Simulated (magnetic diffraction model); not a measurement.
**Y4Er2S9 below its ordering temperature**

Space group C2/m (no. 12), a = 17.1360 Å, b = 4.2020 Å, c = 10.2130 Å, β = 100.78°.

| site | atom | x | y | z |
| --- | --- | --- | --- | --- |
| 4i | Er | 0.9693 | 1/2 | 0.1911 |
| 4i | Y | 0.6348 | 1/2 | 0.4889 |
| 4i | Y | 0.6922 | 1/2 | 0.1354 |
| 4i | S | 0.6319 | 0 | 0.2848 |
| 2a | S | 0 | 0 | 0 |
| 4i | S | 0.8211 | 1/2 | 0.0338 |
| 4i | S | 0.5310 | 1/2 | 0.6595 |
| 4i | S | 0.7958 | 1/2 | 0.3760 |

The compound is invented for this exercise: a known structure type with other elements, its cell scaled to their sizes and not relaxed.

Only Er is taken to order (form factors of Er3+); orders and moment sizes are assumed, and not adapted to the symmetry. Radiation: neutrons of λ = 2.0775 Å, 1.5° to 35°; isotropic B of 0.54 Å² (Er), 0.6 Å² (Y) and 0.89 Å² (S). The intensities are simulated: I ∝ L Σ (|F_N|² + |F_M⊥|²) for unpolarised neutrons, with F_M = 2.695 fm/μB × Σ f(s) S exp(2πi Q·r) exp(−B s²) at Q = H ± k (one set where k and −k are equivalent), only the part normal to Q counting and L = 1/(sin²θ cos θ). For a modulated order the moment at position r is S exp(−2πi k·r) + c.c., with S = m/2 for a sine wave of amplitude m and S = m(u + iv)/2 for moments turning in a plane, u and v being orthogonal unit vectors in it; the phase factor of the sum at Q = H + k is then exp(2πi H·r). Form factors are spin-only for 3d ions and dipole or tabulated for f ions, scattering lengths are Sears's of 1992, and absorption is left out. A label names one of the reflections at its angle. The strongest nuclear line in the range is 100, and lines under 0.2 are left out.

Above the ordering temperature:

| 2θ (°) | index | I |
| --- | --- | --- |
| 16.73 | (2 0 -1) | 2.7 |
| 20.19 | (2 0 1) | 3.1 |
| 23.90 | (0 0 2) | 0.6 |
| 25.46 | (2 0 -2) | 6.9 |
| 28.86 | (4 0 -1) | 0.4 |
| 30.16 | (2 0 2) | 23.8 |
| 31.41 | (1 1 -1) | 0.4 |
| 32.44 | (1 1 1) | 91.9 |
| 33.11 | (4 0 1) | 100.0 |
| 33.84 | (4 0 -2) | 88.8 |

Below it (cell unchanged):

```
2θ (°)       I
  2.87  3634.0
 11.29   199.6
 11.69    28.3
 12.74    23.8
 16.73     2.7
 17.08    86.0
 17.90    42.8
 20.19     3.1
 22.64    26.3
 23.53    28.1
 23.90     0.6
 24.48    41.8
 24.62    25.6
 25.46     6.9
 25.63    22.2
 26.18     6.3
 26.73    34.7
 28.40     6.4
 28.86     0.4
 28.94     1.4
 30.16    23.8
 30.34    24.9
 30.38     6.3
 31.07     0.3
 31.41     0.4
 31.55    14.2
 31.59     4.2
 31.70     2.8
 31.76    27.3
 32.00     0.3
 32.10     4.9
 32.44    91.9
 33.11   100.0
 33.43     3.6
 33.84    88.8
 34.26     9.6
```

**Question.** Find the propagation vector, then choose among these models:
A. moments turning in the plane of [100] and [010], 8.1 μB on Er; signs + at (0.9693, 1/2, 0.1911), + at (0.5307, 0, 0.8089)
B. a sine wave with moments along [010] (amplitudes given), 8.1 μB on Er; signs + at (0.9693, 1/2, 0.1911), + at (0.5307, 0, 0.8089)
C. moments turning in the plane of [010] and [001], 8.1 μB on Er; signs + at (0.9693, 1/2, 0.1911), + at (0.5307, 0, 0.8089)
D. moments turning in the plane of [001] and [100], 8.1 μB on Er; signs + at (0.9693, 1/2, 0.1911), + at (0.5307, 0, 0.8089)

The new lines index as (0.406 0 0) at 2.87°, (1.594 0 0) at 11.29°, (0.406 0 -1) at 11.69° and (0.406 0 1) at 12.74°, that is as H ± k with k = (0.406 0 0). Satellites come in pairs about each point of the reciprocal lattice.

Magnetic intensity, observed (below minus above) and for each model:

| 2θ (°) | index | observed | A | B | C | D |
| --- | --- | --- | --- | --- | --- | --- |
| 2.87 | (0.406 0 0) | 3634.0 | 3761.2 | 3634.0 | 7268.1 | 3634.0 |
| 11.29 | (1.594 0 0) | 199.6 | 206.6 | 199.6 | 399.2 | 199.6 |
| 17.08 | (2.406 0 0) | 86.0 | 89.0 | 86.0 | 172.0 | 86.0 |
| 23.53 | (0.406 0 -2) | 28.1 | 55.9 | 28.1 | 28.3 | 28.1 |
| 24.48 | (1.594 0 -2) | 41.8 | 74.9 | 41.8 | 45.1 | 41.8 |
| 28.94 | (0.594 1 0) | 1.4 | 64.2 | 1.4 | 65.6 | 127.0 |
| 30.38 | (1.406 1 0) | 6.3 | 58.1 | 6.3 | 64.2 | 109.4 |
| 34.26 | (2.594 1 0) | 9.6 | 32.8 | 9.6 | 42.1 | 55.4 |

Model B matches.

The structure used: k = (0.406 0 0), a sine wave with moments along [010] (amplitudes given), 8.1 μB on Er; signs + at (0.9693, 1/2, 0.1911), + at (0.5307, 0, 0.8089).

[Logs are printed without paths, hosts, clocks, repeated set-up lines and the standing remarks that a program may print on its own settings, such as how far it seeks lower states.]
